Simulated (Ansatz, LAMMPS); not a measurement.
# Structural relaxation of amorphous Si0.9Ge0.1 (94 atoms), part 2 of 3

Aim: bring amorphous Si0.9Ge0.1 (94 atoms) to a nearby minimum of the energy and see what moves.

Ansatz 0.2.0; Kohn-Sham DFT, PBE, PAW (set soft_2), plane waves.

The cell: 85 Si and 9 Ge. The quench rate of 3 K/ps is orders of magnitude faster than experiment. The network of bonds at the start is that of the classical potential that made the cell. Sampling is at Γ alone, for a cell whose shortest periodic width is 12 Å.

So far. Step 3 (Single point at the start): Neighbours are counted within 2.83 Å (Si-Si), 2.93 Å (Si-Ge), 2.83 Å (Ge-Ge).

## 4. Relaxation

With the cell held, the atoms are moved downhill towards a nearby minimum.

The input, input.yaml:

```yaml
crystal:
  lattice:
    - [12.4022, 0.0, 0.0]
    - [0.0, 12.4022, 0.0]
    - [0.0, 0.0, 12.4022]
  atoms:
    [... the 94 atom lines of step 3 ...]
kpoints:
  mp_grid: { grid: [1, 1, 1] }
hamiltonian:
  xc: pbe
scf:
  occupations: { method: gaussian, width: 0.025 }
output:
  forces: true
relax:
  f_tol: 0.03
  max_steps: 199
```

Run with:

```sh
> ansatz run input.yaml --threads 4 --pin off --max-ram 8192MiB --backend cpu --events-out ev --progress --plain --runs-dir out
```

Output:

```text
[...]
Crystal: 94 atoms, lattice volume = 1907.639 Å³
Basis set: ecut = 420 eV, 37385 PW (Γ), exchange–correlation on 180×180×180 points (8 copies of the dense FFT grid, shifted against one another)
Bands: 327, of which v1, the nominal top of the filled ones, is band 233 counted from 1 (232 counted from 0)
Symmetry: 1 space group operations
[...]
k-points: 1
[...]
SCF iter   1: F=—  HF=-92671.522486 eV  |F-HF|=—  |Δ(HF+E_count)|=         —  Δρ=4.11e-3  dr2=1.17e0  ethr=1.77e-3  ⟨swp⟩=6.0  Hψ=1435  notcnv=0  defer=41
[...]
SCF iter   7: F=-92671.350342 eV  HF=-92671.350340 eV  |F-HF|=2.15e-6  |Δ(HF+E_count)|=   4.02e-5  Δρ=1.85e-5  dr2=1.59e-5  ethr=4.83e-9  ⟨swp⟩=2.0  Hψ=1034  notcnv=0
SCF 1 converged in 7 iterations: F = -92671.350342 eV  dr2 = 1.59e-5
[...]
relax step   1: F+E_penalty+E_count = -92671.35034207 eV  Δ(F+E_penalty+E_count) = +0.000e0 eV  max|allowed force component| = 2.888e0 eV/Å  Δτ_max = 0.0000 Å  (7 SCF iters, dr2 threshold 2.25e-5 eV, accepted)
[...]
relax step   2: F+E_penalty+E_count = -92676.34605451 eV  Δ(F+E_penalty+E_count) = -4.996e0 eV  max|allowed force component| = 7.807e-1 eV/Å  Δτ_max = 0.1948 Å  (6 SCF iters, dr2 threshold 1.00e-4 eV, accepted)
[...]
relax step   3: F+E_penalty+E_count = -92677.84166697 eV  Δ(F+E_penalty+E_count) = -1.496e0 eV  max|allowed force component| = 3.419e-1 eV/Å  Δτ_max = 0.1949 Å  (7 SCF iters, dr2 threshold 3.81e-5 eV, accepted)
relax step   4: F+E_penalty+E_count = -92678.15784021 eV  Δ(F+E_penalty+E_count) = -3.162e-1 eV  max|allowed force component| = 2.324e-1 eV/Å  Δτ_max = 0.1482 Å  (7 SCF iters, dr2 threshold 8.54e-6 eV, accepted)
relax step   5: F+E_penalty+E_count = -92678.25495038 eV  Δ(F+E_penalty+E_count) = -9.711e-2 eV  max|allowed force component| = 1.303e-1 eV/Å  Δτ_max = 0.1665 Å  (6 SCF iters, dr2 threshold 1.04e-5 eV, accepted)
relax step   6: F+E_penalty+E_count = -92678.33190296 eV  Δ(F+E_penalty+E_count) = -7.695e-2 eV  max|allowed force component| = 2.515e-1 eV/Å  Δτ_max = 0.2000 Å  (7 SCF iters, dr2 threshold 5.33e-6 eV, accepted)
relax step   7: F+E_penalty+E_count = -92678.42997174 eV  Δ(F+E_penalty+E_count) = -9.807e-2 eV  max|allowed force component| = 3.572e-1 eV/Å  Δτ_max = 0.1918 Å  (6 SCF iters, dr2 threshold 1.99e-5 eV, accepted)
relax step   8: F+E_penalty+E_count = -92678.53961675 eV  Δ(F+E_penalty+E_count) = -1.096e-1 eV  max|allowed force component| = 4.434e-1 eV/Å  Δτ_max = 0.1953 Å  (5 SCF iters, dr2 threshold 1.00e-4 eV, accepted)
relax step   9: F+E_penalty+E_count = -92678.63120108 eV  Δ(F+E_penalty+E_count) = -9.158e-2 eV  max|allowed force component| = 1.726e-1 eV/Å  Δτ_max = 0.1918 Å  (5 SCF iters, dr2 threshold 1.00e-4 eV, accepted)
relax step  10: F+E_penalty+E_count = -92678.18470715 eV  Δ(F+E_penalty+E_count) = +4.465e-1 eV  max|allowed force component| = 5.983e-1 eV/Å  Δτ_max = 0.2000 Å  (7 SCF iters, dr2 threshold 4.52e-6 eV, rejected (line search))
relax step  11: F+E_penalty+E_count = -92678.66162792 eV  Δ(F+E_penalty+E_count) = -3.043e-2 eV  max|allowed force component| = 4.009e-2 eV/Å  Δτ_max = 0.0712 Å  (9 SCF iters, accepted)
[...]
relax step  12: F+E_penalty+E_count = -92678.66383303 eV  Δ(F+E_penalty+E_count) = -2.205e-3 eV  max|allowed force component| = 2.647e-2 eV/Å  Δτ_max = 0.0124 Å  (6 SCF iters, accepted)
SCF converged after 6 iterations
Free energy (F): -92678.663833 eV
[...]
Internal energy: -92678.663833 eV  (E = F + TS)
E sigma→0 (E₀):  -92678.663833 eV
Fermi energy:    6.631263 eV
[...]
--- Forces (eV/Å), atoms counted from 1 ---
  atom   1  Si    -0.00422249    -0.00178470    -0.00123744
  atom   2  Si    -0.00228496     0.00154212     0.01296499
  atom   3  Si     0.00034978     0.00749161     0.00257094
  atom   4  Si     0.00152145    -0.00853742    -0.00464335
  atom   5  Si    -0.00337437     0.00041774    -0.00233930
  atom   6  Si     0.00503957    -0.00357157    -0.00131423
  atom   7  Si    -0.00012641    -0.00100508    -0.00541920
  atom   8  Si    -0.00410720    -0.00358228     0.00923221
  atom   9  Si    -0.00144075    -0.00429598     0.00807365
  atom  10  Si    -0.00427602    -0.00051743    -0.00022980
  atom  11  Si     0.00308926    -0.00444328    -0.00269877
  atom  12  Si    -0.00229157     0.00157094    -0.00331182
  atom  13  Si     0.00704667     0.00385349     0.00353772
  atom  14  Si    -0.00610090    -0.00451480    -0.00770299
[...]
atom  93  Ge     0.01473374     0.01292776     0.00713520
  atom  94  Ge     0.00365413     0.00701562    -0.00307424
  max |Σ_I F_I| component: 1.90e-5 eV/Å
--- Relaxed structure (12 steps of the walk, 11 accepted, 0 SCFs on fresh bases) ---
  F+E_penalty+E_count = -92678.66383303 eV   max|allowed force component| = 2.647e-2 eV/Å
  atoms:
    - { symbol: Si, position: [0.892646, 0.00891888, 0.761310] }
    - { symbol: Si, position: [0.824740, 0.100427, 0.350462] }
    - { symbol: Si, position: [0.602145, 0.297836, 0.413539] }
    - { symbol: Si, position: [1.005138, 0.476269, 0.441664] }
[...]
- { symbol: Ge, position: [0.421486, 0.700966, 0.400369] }
```

Elapsed: 2.1 min, on 4 threads of Arm Neoverse V2, shared host; peak memory 2.1 GiB; 7.9 min of CPU time.

Step by step:

```csv
step,energy less that of the first step (eV),largest force component (eV/Å)
1,0.0000,2.8876
2,-4.9957,0.7807
3,-6.4913,0.3419
4,-6.8075,0.2324
5,-6.9046,0.1303
6,-6.9816,0.2515
7,-7.0796,0.3572
8,-7.1893,0.4434
9,-7.2809,0.1726
10,-6.8344,0.5983
11,-7.3113,0.0401
12,-7.3135,0.0265
```

Relaxation step 10 was tried and not accepted.

The atoms that moved most (Å):

```
atom      dx      dy      dz  length
Si60  -0.717  -0.168  -0.468   0.873
Si79   0.264  -0.363  -0.283   0.530
Si70  -0.355   0.259  -0.154   0.466
Si42   0.317   0.294   0.079   0.439
Si33   0.334  -0.193   0.135   0.409
 Si4   0.152   0.270   0.262   0.406
 Si6  -0.308  -0.139   0.223   0.405
Ge88  -0.148  -0.164  -0.325   0.393
```

The relaxation changed the energy by -77.8 meV/atom, and atoms moved by 0.26 Å r.m.s., 0.87 Å at most.

## 5. Structure statistics after relaxation

Bonds before and after, by the cutoffs listed below:

```
 pair  bonds before  bonds after  mean before (Å)  mean after (Å)  spread before (Å)  spread after (Å)
Si-Si           156          156            2.392           2.382              0.107             0.071
Si-Ge            34           34            2.432           2.428              0.089             0.049
Ge-Ge             1            1            2.443           2.387              0.000             0.000
```

Density 2.65 g/cm³, 20.29 Å³ an atom.

Pair distribution functions g(r), in bins of 0.1 Å:

```
r (Å)  total  Si-Si  Si-Ge  Ge-Ge
 2.15   0.00   0.00   0.00   0.00
 2.25   0.47   0.57   0.00   0.00
 2.35   7.13   7.90   3.53   6.64
 2.45   3.18   2.48   6.67   0.00
 2.55   0.54   0.39   1.24   0.00
 2.65   0.15   0.18   0.00   0.00
 2.75   0.05   0.06   0.00   0.00
 2.85   0.00   0.00   0.00   0.00
 2.95   0.04   0.05   0.00   0.00
 3.05   0.07   0.09   0.00   0.00
 3.15   0.14   0.09   0.39   0.00
 3.25   0.20   0.20   0.19   0.00
 3.35   0.64   0.48   1.06   6.78
 3.45   1.04   1.10   0.51   6.30
 3.55   1.09   1.13   0.94   0.00
 3.65   1.98   2.05   1.79   0.00
 3.75   1.75   1.70   2.11   0.00
 3.85   2.11   2.04   2.15   7.62
 3.95   2.31   2.26   2.67   0.00
 4.05   1.30   1.31   1.33   0.00
 4.15   1.10   1.18   0.81   0.00
 4.25   1.08   1.19   0.66   0.00
 4.35   0.96   0.91   1.16   2.00
 4.45   1.06   1.17   0.60   0.00
 4.55   0.81   0.91   0.38   0.00
 4.65   0.67   0.62   0.83   1.71
 4.75   0.40   0.34   0.71   0.00
 4.85   0.78   0.84   0.51   0.00
 4.95   0.81   0.77   1.05   0.00
 5.05   0.73   0.72   0.70   1.46
 5.15   0.74   0.78   0.60   0.00
 5.25   0.71   0.68   0.86   0.00
 5.35   1.08   1.06   1.11   2.62
 5.45   0.91   0.92   0.93   0.00
 5.55   1.28   1.21   1.42   4.87
 5.65   1.16   1.13   1.37   0.00
 5.75   1.22   1.16   1.50   1.12
 5.85   1.19   1.25   0.81   2.21
 5.95   1.19   1.23   0.95   2.14
 6.05   1.02   1.01   1.08   1.03
 6.15   1.00   1.02   0.94   0.00
```

Bonds by pair of elements; cutoffs follow the first minimum of g(r), held within bounds set by covalent radii, and pairs that aren't listed don't count as bonded:

| pair A-B | cutoff (Å) | bonds | mean length (Å) | spread (Å) | shortest (Å) | B about A | A about B |
| --- | --- | --- | --- | --- | --- | --- | --- |
| Si-Si | 2.88 | 156 | 2.38 | 0.071 | 2.27 | 3.67 | 3.67 |
| Si-Ge | 2.88 | 34 | 2.43 | 0.049 | 2.33 | 0.4 | 3.78 |
| Ge-Ge | 2.77 | 1 | 2.39 | 0 | 2.39 | 0.222 | 0.222 |

How many atoms have how many bonded neighbours:

```csv
element,mean,4,5
Ge,4,9,0
Si,4.07,79,6
```

Bond angles (no mean is given where the spread exceeds 20°):

| angle | count | mean (°) | spread (°) |
| --- | --- | --- | --- |
| Si-Si-Si | 434 | 109 | 13.1 |
| Ge-Si-Si | 93 | 108 | 15.9 |
| Si-Ge-Si | 48 | 109 | 13.4 |
| Ge-Si-Ge | 7 | 96.5 | 8.9 |
| Ge-Ge-Si | 6 | 111 | 6.3 |

Bond length by coordination (bonds to H left out):

```csv
element,coordination,atoms,mean bond length (Å)
Si,4,79,2.38
Si,5,6,2.48
```

Rings of the network by King's shortest-path rule, up to 12 atoms, one path for each pair of neighbours; H, halogens, alkali and alkaline-earth atoms are left out:

| ring size (atoms) | rings | per network atom |
| --- | --- | --- |
| 3 | 1 | 0.011 |
| 4 | 4 | 0.043 |
| 5 | 46 | 0.489 |
| 6 | 81 | 0.862 |
| 7 | 44 | 0.468 |
| 8 | 7 | 0.074 |

By these cutoffs all Ge atoms have 4 and 93 % of Si atoms have 4 bonded neighbours. The Si-Si-Si angle averages 109° with a spread of 13°. Rings of 6 atoms are the most common (44 % of those counted); sizes run from 3 to 8.

[end of part 2 of 3]

[Long decimals in the printed logs are rounded to 6 places.]

[Logs are printed without paths, hosts, clocks, repeated set-up lines and the standing remarks that a program may print on its own settings, such as how far it seeks lower states.]

[Hosts, paths, dates, database ids (printed as entryN), source tags and the programs' standing remarks are cut or masked in the printed files.]

[A walk said to have stopped at its limit may instead have ended on an SCF cycle that didn't converge.]
